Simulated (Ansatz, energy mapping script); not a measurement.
# MnS: J from the energies of magnetic orders

How strongly do the moments of MnS couple under PBE0? The plan is to run several orders and fit a Heisenberg model.

Method: PBE0; plane waves, collinear spin, no spin–orbit coupling, in Ansatz 0.2.0.

The database entry behind the starting cell differs from later determinations by our own check (an axis about 0.2 % short against later determinations), so it need not match the best structure at ambient conditions.

## (1) Set-up

Symmetry: Fm-3m, No. 225, cubic system. Conventional cell: a = 5.209 Å, b = 5.209 Å, c = 5.209 Å, α = 90.00°, β = 90.00°, γ = 90.00°. Nearest to Mn lie 6 S at 2.60 Å. Nearest to S lie 6 Mn at 2.60 Å. Farther neighbours and most contacts between anions are not listed.

A hybrid functional removes part of the self-interaction of all shells with no element-specific parameter, at many times the cost.

## (2) Parallel start in cell A (4 atoms)

Each cell gets its own parallel run on the same mesh, so that most of the mesh error cancels in the differences.

The input, input.yaml:

```yaml
crystal:
  lattice:
    - [0.0, -2.6045, -2.6045]
    - [-2.6045, 0.0, -2.6045]
    - [2.6045, 2.6045, -5.209]
  atoms:
    - { symbol: Mn, position: [0.5, 0.5, 0.5], spin: 4.5 }
    - { symbol: Mn, position: [0.0, 0.0, 0.0], spin: 4.5 }
    - { symbol: S, position: [0.75, 0.75, 0.75] }
    - { symbol: S, position: [0.25, 0.25, 0.25] }
magnetization:
  spin_polarized: true
kpoints:
  mp_grid: { grid: [7, 7, 7] }
hamiltonian:
  xc: pbe0
scf:
  occupations: { method: fermi_dirac, width: 0.05 }
output:
  eigenvalues: true
```

Started as:

```console
$ ansatz run input.yaml --threads 4 --pin off --max-ram 8192MiB --backend cpu --events-out ev --progress --plain --runs-dir out
```

Numbers of over 12 decimals in the logs are rounded to 6 here.

The program printed:

```text
Engine: ansatz 0.2.0, aarch64-unknown-linux-gnu
Pseudopotentials: kind: paw
Pseudopotential: Mn, paw, valence charge 15, recommended cutoff 420 eV (normal), Mn.paw.azcp
Pseudopotential: S, paw, valence charge 6, recommended cutoff 420 eV (normal), S.paw.azcp
Functional definition: PBE0
  parameter a = 0.25
  parameter kappa = 0.804
  parameter beta = 0.066725
  exchange = (1 - a)*pbe_x(kappa = kappa, mu = beta*pi^2/3) + a*exact_x
  correlation = pbe_c(beta = beta)
Crystal: 4 atoms, lattice volume = 70.670 Å³
Basis set: ecut = 420 eV, 1401 PW (Γ)
Bands: 31, of which v1, the nominal top of the filled ones, is band 21 counted from 1 (20 counted from 0)
Symmetry: 24 space group operations
Space group: Fm-3m (ITA 225), of the structure as read, at distance tolerance 4.1e-5 Å
Magnetic group: BNS 225.116 (UNI 1618), of the structure as read, at distance tolerance 4.1e-5 Å
k-points: 44 of 343
Non-local potential: Mn, projectors of the file, l = 0: 3, l = 1: 2, l = 2: 3, l = 3: 1
Non-local potential: S, projectors of the file, l = 0: 2, l = 1: 2, l = 2: 2
PAW form: soft (Blöchl's): semilocal exchange-correlation on the pseudo side does not see the compensation charge
PAW frozen core: Mn, regenerated for the run's functional, and the local potential with it (the file was generated under x = pbe(κ = 0.804, μ = 0.219515), c = pbe(β = 0.066725))
PAW frozen core: S, regenerated for the run's functional, and the local potential with it (the file was generated under x = pbe(κ = 0.804, μ = 0.219515), c = pbe(β = 0.066725))
PAW one-centre angular grid: Mn, 590 points (default); XC on 64 Gauss nodes
PAW one-centre angular grid: S, 110 points (default); XC on 64 Gauss nodes
Initial density: superposition of atomic densities (chi_scale 0.1, normalization cell, long waves kept (reshape's long-wave potential 0.00 eV rms))
Starting moments: Σ|m| = 9 μB on 2 of 4 sites
Initial wavefunctions: pseudopotential atomic-orbital guess
Functional: x = pbe(κ = 0.804, μ = 0.219515), c = pbe(β = 0.066725), warm-up for x = 0.75 pbe(κ = 0.804, μ = 0.219515) + 0.25 exact, c = pbe(β = 0.066725)
iter 1 solved again at ethr=3.80e-2 eV; its pass at ethr=1.00e-1 eV (dr2=1.60e1 eV) is discarded
SCF iter   1: F=—  HF=-9605.003461 eV  |F-HF|=—  |Δ(HF+E_count)|=         —  Δρ=1.03e-1 (↑4.63e-2 ↓1.03e-1)  dr2=1.58e1  dr2_m=6.39e-1  M=7.905 μB ∫|m|=7.905 μB  β_m=0.30  ethr=3.80e-2  ⟨swp⟩=2.2  Hψ=13194  notcnv=0
preconditioner: auto → Kerker (q_TF=auto, 2.502 Å⁻¹)  [metal: Δε(μ)=0.000 eV  Ē_g=8.167 eV  σ=0.050 eV  W_gap=0.00  n_scr=22 (ndim 8)  ℏωp=22.5 eV  f_vac=0.000  D(μ)=5.47/eV (n_scr^D=60)]
spin=Collinear: Kerker preconditioning applied to the charge; magnetization (m = ρ↑ − ρ↓) channel mixes plain (no charge-response kernel on spin).
iter 2 solved again at ethr=1.21e-3 eV; its pass at ethr=3.76e-2 eV (dr2=5.09e-1 eV) is discarded
SCF iter   2: F=—  HF=-9603.266785 eV  |F-HF|=—  |Δ(HF+E_count)|=    1.74e0  Δρ=1.81e-2 (↑1.81e-2 ↓1.43e-2)  dr2=3.21e-1  dr2_m=9.63e-2  M=9.104 μB ∫|m|=9.104 μB  β_m=1.00  ethr=1.21e-3  ⟨swp⟩=5.1  Hψ=13206  notcnv=0  defer=22
eigensolver tolerance schedule: the retry pair's looser diagonalisation over-reported the residual by 0.59 of it (diagonalisation noise at 0.62 of the residual, at the tolerance the schedule requests for it); recorded, not acted on — ethr = c·dr2/N_el stays at c = 1.0e-1
SCF iter   3: F=—  HF=-9603.542225 eV  |F-HF|=—  |Δ(HF+E_count)|=   2.75e-1  Δρ=1.05e-2 (↑1.05e-2 ↓6.62e-3)  dr2=1.22e-1  dr2_m=1.46e-2  M=9.266 μB ∫|m|=9.266 μB  β_m=1.00  ethr=7.64e-4  ⟨swp⟩=3.7  Hψ=6433  notcnv=0  defer=11
SCF iter   4: F=—  HF=-9603.617310 eV  |F-HF|=—  |Δ(HF+E_count)|=   7.51e-2  Δρ=3.80e-3 (↑3.80e-3 ↓3.27e-3)  dr2=8.33e-3  dr2_m=4.47e-3  M=9.351 μB ∫|m|=9.351 μB  β_m=0.30  ethr=2.91e-4  ⟨swp⟩=4.4  Hψ=8450  notcnv=0  defer=8
Mixer restart at iter 4: flushing history
spin-set hold released at iteration 4 (site moments contracting): the magnetisation degrees of freedom join the quasi-Newton model from the next iteration; the mixer history was flushed
SCF iter   5: F=—  HF=-9603.635399 eV  |F-HF|=—  |Δ(HF+E_count)|=   1.81e-2  Δρ=3.21e-3 (↑2.04e-3 ↓3.21e-3)  dr2=1.43e-2  dr2_m=1.47e-3  M=9.358 μB ∫|m|=9.358 μB  β_m=0.60  ethr=1.98e-5  ⟨swp⟩=3.7  Hψ=7016  notcnv=0  defer=1
SCF iter   6: F=—  HF=-9603.659591 eV  |F-HF|=—  |Δ(HF+E_count)|=   2.42e-2  Δρ=2.23e-3 (↑2.23e-3 ↓1.37e-3)  dr2=4.92e-3  dr2_m=1.73e-4  M=9.352 μB ∫|m|=9.352 μB  β_m=0.54  ethr=1.98e-5  ⟨swp⟩=3.8  Hψ=7024  notcnv=0  defer=1
SCF iter   7: F=—  HF=-9603.658748 eV  |F-HF|=—  |Δ(HF+E_count)|=   8.43e-4  Δρ=4.19e-4 (↑3.52e-4 ↓4.19e-4)  dr2=1.99e-4  dr2_m=5.10e-6  M=9.358 μB ∫|m|=9.358 μB  β_m=0.77  ethr=1.17e-5  ⟨swp⟩=3.1  Hψ=6606  notcnv=0  defer=1
[...]
SCF 1 converged in 12 iterations: F = -9603.659112 eV  dr2 = 3.48e-10
  greatest PAW one-centre occupation: 1.003 electrons in one spin orbital (limit 2), on the Mn atom at site 1 (counted from 0), in its partial waves of l = 1
Initial density: handed on by an earlier stage of this run
Starting moments: Σ|m| = 9 μB on 2 of 4 sites; this step starts from the density that it was given
Initial wavefunctions: those handed on with the density
Functional: x = 0.75 pbe(κ = 0.804, μ = 0.219515) + 0.25 exact, c = pbe(β = 0.066725)
Frozen-core exchange: fock
[...]
preconditioner: auto → Kerker (q_TF=auto, 2.502 Å⁻¹)  [metal: Δε(μ)=0.176 eV  Ē_g=11.723 eV  σ=0.050 eV  W_gap=0.48  n_scr=22 (ndim 8)  ℏωp=22.5 eV  f_vac=0.000  D(μ)=0.26/eV (n_scr^D=0)]
spin=Collinear: Kerker preconditioning applied to the charge; magnetization (m = ρ↑ − ρ↓) channel mixes plain (no charge-response kernel on spin).
[...]
SCF 2 converged in 8 iterations: F = -9606.103842 eV  dr2 = 1.73e-8
  greatest PAW one-centre occupation: 1.005 electrons in one spin orbital (limit 2), on the Mn atom at site 1 (counted from 0), in its partial waves of l = 1
hybrid outer 1: dexx = +2.816e-1 eV, tail = 3.28e-1 eV
Frozen-core exchange: fock
[...]
preconditioner: auto → none  [insulator: Δε(μ)=1.370 eV  Ē_g=11.936 eV  σ=0.050 eV  W_gap=1.00  n_scr=22 (ndim 8)  ℏωp=22.5 eV  f_vac=0.000  D(μ)=0.00/eV (n_scr^D=0)]
[...]
SCF 3 stopped early in 4 iterations: F = -9606.427697 eV  dr2 = 3.19e-4
hybrid outer 2: dexx = +8.653e-3 eV, tail = 1.94e-3 eV, Δε = 9.93e-1 eV (about 1.65e-1 eV left of the loop's levels)
Frozen-core exchange: fock
[...]
preconditioner: auto → none  [insulator: Δε(μ)=1.709 eV  Ē_g=11.962 eV  σ=0.050 eV  W_gap=1.00  n_scr=22 (ndim 8)  ℏωp=22.5 eV  f_vac=0.000  D(μ)=0.00/eV (n_scr^D=0)]
[...]
SCF iter   3: F=—  HF=-9606.427424 eV  |F-HF|=—  |Δ(HF+E_count)|=   2.32e-7  Δρ=2.79e-5 (↑2.79e-5 ↓1.99e-5)  dr2=1.92e-5  dr2_m=2.20e-7  M=10.000 μB ∫|m|=10.000 μB  β_m=0.82  ethr=1.29e-9  ⟨swp⟩=3.8  Hψ=11861  notcnv=0  defer=12
SCF iter   4: F=—  HF=-9606.427425 eV  |F-HF|=—  |Δ(HF+E_count)|=   7.88e-7  Δρ=6.11e-5 (↑6.11e-5 ↓6.95e-6)  dr2=2.16e-5  dr2_m=5.39e-7  M=10.000 μB ∫|m|=10.000 μB  β_m=0.76  ethr=1.29e-9  ⟨swp⟩=3.9  Hψ=7586  notcnv=0
SCF iter   5: F=—  HF=-9606.427425 eV  |F-HF|=—  |Δ(HF+E_count)|=   3.68e-7  Δρ=4.55e-5 (↑4.55e-5 ↓4.32e-6)  dr2=2.02e-5  dr2_m=3.15e-7  M=10.000 μB ∫|m|=10.000 μB  β_m=0.54  ethr=1.29e-9  ⟨swp⟩=2.0  Hψ=4577  notcnv=0
SCF iter   6: F=—  HF=-9606.428002 eV  |F-HF|=—  |Δ(HF+E_count)|=   5.77e-4  Δρ=3.81e-5 (↑1.65e-5 ↓3.81e-5)  dr2=1.11e-6  dr2_m=3.09e-7  M=10.000 μB ∫|m|=10.000 μB  β_m=0.54  ethr=1.29e-9  ⟨swp⟩=4.8  Hψ=8746  notcnv=0
SCF iter   7: F=—  HF=-9606.428002 eV  |F-HF|=—  |Δ(HF+E_count)|=   2.39e-7  Δρ=6.73e-6 (↑6.36e-6 ↓6.73e-6)  dr2=2.01e-7  dr2_m=1.82e-8  M=10.000 μB ∫|m|=10.000 μB  β_m=0.76  ethr=1.29e-9  ⟨swp⟩=3.2  Hψ=5933  notcnv=0
SCF iter   8: F=—  HF=-9606.428002 eV  |F-HF|=—  |Δ(HF+E_count)|=   1.76e-8  Δρ=4.19e-6 (↑4.19e-6 ↓1.73e-6)  dr2=1.92e-7  dr2_m=3.48e-9  M=10.000 μB ∫|m|=10.000 μB  β_m=0.85  ethr=4.75e-11  ⟨swp⟩=4.0  Hψ=7778  notcnv=0
SCF iter   9: F=-9606.428003 eV  HF=-9606.428003 eV  |F-HF|=5.07e-9  |Δ(HF+E_count)|=   1.33e-6  Δρ=8.97e-6 (↑8.97e-6 ↓7.51e-6)  dr2=2.04e-8  dr2_m=4.02e-8  M=10.000 μB ∫|m|=10.000 μB  ethr=2.99e-11  ⟨swp⟩=5.3  Hψ=9157  notcnv=0  defer=1
SCF 4 converged in 9 iterations: F = -9606.428003 eV  dr2 = 2.04e-8
  greatest PAW one-centre occupation: 1.006 electrons in one spin orbital (limit 2), on the Mn atom at site 1 (counted from 0), in its partial waves of l = 1
hybrid outer 3: dexx = +2.185e-5 eV, tail = 2.20e-7 eV, magnetization grown 1.0121 times (not accepted), Δε = 2.86e-2 eV (about 8.74e-4 eV left of the loop's levels)
Frozen-core exchange: fock
SCF iter   1: F=—  HF=-9606.428003 eV  |F-HF|=—  |Δ(HF+E_count)|=         —  Δρ=1.07e-5 (↑1.07e-5 ↓9.31e-6)  dr2=1.53e-8  dr2_m=5.98e-8  M=10.000 μB ∫|m|=10.000 μB  β_m=0.30  ethr=2.62e-9  ⟨swp⟩=6.2  Hψ=6118  notcnv=0
preconditioner: auto → none  [insulator: Δε(μ)=1.707 eV  Ē_g=11.963 eV  σ=0.050 eV  W_gap=1.00  n_scr=22 (ndim 8)  ℏωp=22.5 eV  f_vac=0.000  D(μ)=0.00/eV (n_scr^D=0)]
iter 2 solved again at ethr=2.14e-12 eV; its pass at ethr=3.49e-11 eV (dr2=8.97e-10 eV) is discarded
SCF iter   2: F=-9606.428003 eV  HF=-9606.428003 eV  |F-HF|=2.59e-9  |Δ(HF+E_count)|=   1.47e-8  Δρ=2.31e-6 (↑1.87e-6 ↓2.31e-6)  dr2=1.84e-9  dr2_m=2.50e-9  M=10.000 μB ∫|m|=10.000 μB  ethr=2.14e-12  ⟨swp⟩=2.8  Hψ=11454  notcnv=0
SCF 5 converged in 2 iterations: F = -9606.428003 eV  dr2 = 1.84e-9
hybrid outer 4: dexx = +4.889e-9 eV, tail = 1.06e-8 eV, Δε = 2.12e-4 eV (about 8.87e-5 eV left of the loop's levels)
this state was not tested for a lower state beside it, because the functional holds exact exchange (a hybrid, or Hartree-Fock), whose exchange loop this test does not read (fock_operator); the stability check (scf.self_checks: high) cannot read this state: a pseudopotential is PAW: the check reads norm-conserving sets alone
hybrid SCF converged: 4 outer / 23 inner (+12 warm-up), last move |dexx| = 4.89e-9 eV, tail = 1.06e-8 eV
Magnetization: 10.0000 μB (26.0000 up, 16.0000 down)
Absolute magnetization: 10.0000 μB (∫|ρ↑−ρ↓|, with the PAW one-centre terms)
Spin contamination: 0.0171 ħ² per cell (⟨S²⟩ above its minimum at these occupations)
Per-site moments (μB) at R_I (Å): [(4.514822, 1.074356), (4.514822, 1.074356), (0.149786, 1.074356), (0.149786, 1.074356)]
Free energy (F): -9606.428003 eV
Frozen-core exchange: fock
Harris-Foulkes:  -9606.428003 eV  (|F-HF|=2.59e-9)
Internal energy: -9606.428003 eV  (E = F + TS)
E sigma→0 (E₀):  -9606.428003 eV
Fermi energy:    10.204529 eV
--- Per-component energies (eV) ---
  E_band       = -716.693996
  E_kinetic    = 812.072023
  E_local      = -4914.263624  (includes V_loc(G=0)·N_el)
  E_nonlocal   = 567.954268
  E_hartree    = 2017.289423
  E_xc         = -320.530089
  E_vxc        = -353.798360  (∫ρ·V_xc dr)
  E_exx        = -174.475133  (= α·E_x^exact, valence–valence)
  E_paw        = -3743.674796  (= ΣΔE_a)
  E_vpaw       = -514.285353  (= ΣTr[D̂ρ^β])
  E_aug_tail   = -0.000016  (compensation charges beyond the density's cutoff)
  E_ewald      = -3850.228351
  E_core_change = -0.571709  (= ΣΔE_core)
  E_smearing   = -0.000000  (= −TS)
  E_closure    = -0.000000  (closes the sum)
  Σ components = -9606.428003   (vs F -9606.428003, Δ=0.00e0)
--- Band table (eV; the first three rows and the last of 88) ---
  k-point 0 ↑: bands = [... 17 lower, 4.2871, 4.7322, 4.7322, 5.3841, 7.5419, 7.5419, 7.5435, 9.3325, ... 6 higher]
  k-point 1 ↑: bands = [... 17 lower, 4.3042, 4.7087, 4.7087, 5.3856, 7.1913, 7.6472, 7.6472, 9.2461, ... 6 higher]
  k-point 2 ↑: bands = [... 17 lower, 4.3637, 4.6435, 4.6435, 5.4086, 6.4592, 7.9227, 7.9227, 9.0085, ... 6 higher]
  k-point 43 ↓: bands = [... 17 lower, 12.8643, 14.0420, 14.0566, 14.1870, 14.2518, 14.4922, 14.4970, 14.5525, ... 6 higher]
```

It took 1.7 min on 4 threads of Arm Neoverse V1, shared host; peak memory 3.7 GiB.

Spin moment in the sphere by atom:

| atom | spin moment in the sphere (μB) |
| --- | --- |
| Mn1 | 4.51 |
| Mn2 | 4.51 |
| S3 | 0.15 |
| S4 | 0.15 |

The run ends ferromagnetic.

## (3) Run 2 (compensated +−; cell A, 4 atoms)

This order reverses 6 of the 12 neighbours at 3.68 Å and 6 of the 6 neighbours at 5.21 Å, counted for an average magnetic atom.

input.yaml, as its differences from that of step 2:

```diff
@@ -7,3 +7,3 @@
     - { symbol: Mn, position: [0.5, 0.5, 0.5], spin: 4.5 }
-    - { symbol: Mn, position: [0.0, 0.0, 0.0], spin: 4.5 }
+    - { symbol: Mn, position: [0.0, 0.0, 0.0], spin: -4.5 }
     - { symbol: S, position: [0.75, 0.75, 0.75] }
```

The program printed:

```text
[...]
Crystal: 4 atoms, lattice volume = 70.670 Å³
Basis set: ecut = 420 eV, 1401 PW (Γ)
Bands: 31, of which v1, the nominal top of the filled ones, is band 21 counted from 1 (20 counted from 0)
Symmetry: 12 space group operations
[...]
k-points: 44 of 343
[...]
Starting moments: Σ|m| = 9 μB on 2 of 4 sites
Starting magnetic order: antiferromagnet; a translation exchanges its spin sublattices: spin-degenerate at every k-point
[...]
the translation (0.5, 0.5, 0.5) carries every atom to within crystal.symmetry.tolerance of an atom of its element with the starting moment reversed, but both spin channels are solved: under a hybrid functional one channel is solved only on norm-conserving pseudopotentials (hamiltonian.pseudopotentials.kind)
[...]
SCF iter   8: F=-9603.919434 eV  HF=-9603.919497 eV  |F-HF|=6.36e-5  |Δ(HF+E_count)|=   2.28e-4  Δρ=2.37e-4 (↑2.37e-4 ↓1.53e-4)  dr2=5.26e-5  dr2_m=1.48e-5  M=-0.000 μB ∫|m|=8.908 μB  ethr=4.01e-6  ⟨swp⟩=2.6  Hψ=4731  notcnv=0
SCF 1 stopped early in 8 iterations: F = -9603.919434 eV  dr2 = 5.26e-5
[...]
Frozen-core exchange: fock
SCF iter   1: F=—  HF=-9606.417780 eV  |F-HF|=—  |Δ(HF+E_count)|=         —  Δρ=1.60e-2 (↑1.60e-2 ↓1.59e-2)  dr2=8.16e-2  dr2_m=1.57e-1  M=0.000 μB ∫|m|=9.319 μB  β_m=0.30  ethr=1.25e-6  ⟨swp⟩=10.5  Hψ=15431  notcnv=0
[...]
SCF iter   6: F=-9606.581748 eV  HF=-9606.581755 eV  |F-HF|=7.46e-6  |Δ(HF+E_count)|=   1.49e-4  Δρ=6.32e-5 (↑6.32e-5 ↓6.24e-5)  dr2=1.01e-5  dr2_m=1.78e-7  M=0.000 μB ∫|m|=9.436 μB  ethr=8.70e-7  ⟨swp⟩=3.1  Hψ=5047  notcnv=0  defer=4
SCF 2 stopped early in 6 iterations: F = -9606.581748 eV  dr2 = 1.01e-5
[...]
hybrid outer 1: dexx = +2.020e-1 eV, tail = 4.50e-4 eV
Frozen-core exchange: fock
SCF iter   1: F=—  HF=-9606.580795 eV  |F-HF|=—  |Δ(HF+E_count)|=         —  Δρ=1.47e-4 (↑1.47e-4 ↓1.12e-4)  dr2=1.73e-5  dr2_m=4.54e-6  M=0.000 μB ∫|m|=9.435 μB  β_m=0.30  ethr=5.35e-6  ⟨swp⟩=4.7  Hψ=6752  notcnv=0
[...]
SCF iter   5: F=-9606.580808 eV  HF=-9606.580808 eV  |F-HF|=3.99e-8  |Δ(HF+E_count)|=   1.17e-7  Δρ=5.00e-6 (↑5.00e-6 ↓4.34e-6)  dr2=6.04e-8  dr2_m=6.87e-9  M=0.000 μB ∫|m|=9.435 μB  ethr=9.96e-10  ⟨swp⟩=4.3  Hψ=6869  notcnv=0  defer=33
SCF 3 converged in 5 iterations: F = -9606.580808 eV  dr2 = 6.04e-8
[...]
Magnetization: 0.0000 μB (21.0000 up, 21.0000 down)
Absolute magnetization: 9.4370 μB (∫|ρ↑−ρ↓|, with the PAW one-centre terms)
[...]
Per-site moments (μB) at R_I (Å): [(4.432411, 1.074356), (-4.432411, 1.074356), (-5.082174821259155e-7, 1.074356), (-5.082174822314232e-7, 1.074356)]
Free energy (F): -9606.580808 eV
Frozen-core exchange: fock
[...]
Internal energy: -9606.580808 eV  (E = F + TS)
E sigma→0 (E₀):  -9606.580808 eV
Fermi energy:    10.458116 eV
[...]
--- Band table (eV; the first three rows and the last of 88) ---
  k-point 0 ↑: bands = [... 17 lower, 7.5635, 7.7117, 7.7117, 7.7131, 13.2962, 13.3335, 13.3335, 13.5081, ... 6 higher]
  k-point 1 ↑: bands = [... 17 lower, 7.2214, 7.3337, 8.0664, 8.0664, 13.2675, 13.3158, 13.3158, 13.7542, ... 6 higher]
  k-point 2 ↑: bands = [... 17 lower, 6.8975, 6.8975, 8.4195, 8.4195, 13.0614, 13.2666, 13.2666, 14.2911, ... 6 higher]
  k-point 43 ↓: bands = [... 17 lower, 5.5150, 5.7440, 7.2742, 7.5335, 13.0726, 13.3712, 14.0363, 14.1376, ... 6 higher]
```

It took 79 s on 4 threads; peak memory 3.6 GiB.

Spin moment in the sphere by atom:

| atom | spin moment in the sphere (μB) |
| --- | --- |
| Mn1 | 4.43 |
| Mn2 | -4.43 |
| S3 | 0.00 |
| S4 | 0.00 |

The run ends antiferromagnetic, 76.40 meV a magnetic atom below the parallel order of its cell.

[end of part 1 of 2]

[Logs and program files are shortened in this print: banners, set-up blocks, solver, clock and traceback lines can be left out without a mark of their own.]

[Logs are printed without paths, hosts, clocks, repeated set-up lines and the standing remarks that a program may print on its own settings, such as how far it seeks lower states.]

[Hosts, paths, dates, database ids (printed as entryN), source tags and the programs' standing remarks are cut or masked in the printed files.]

[Where a cell is said to come from a database of computed structures, the database is the Materials Project.]
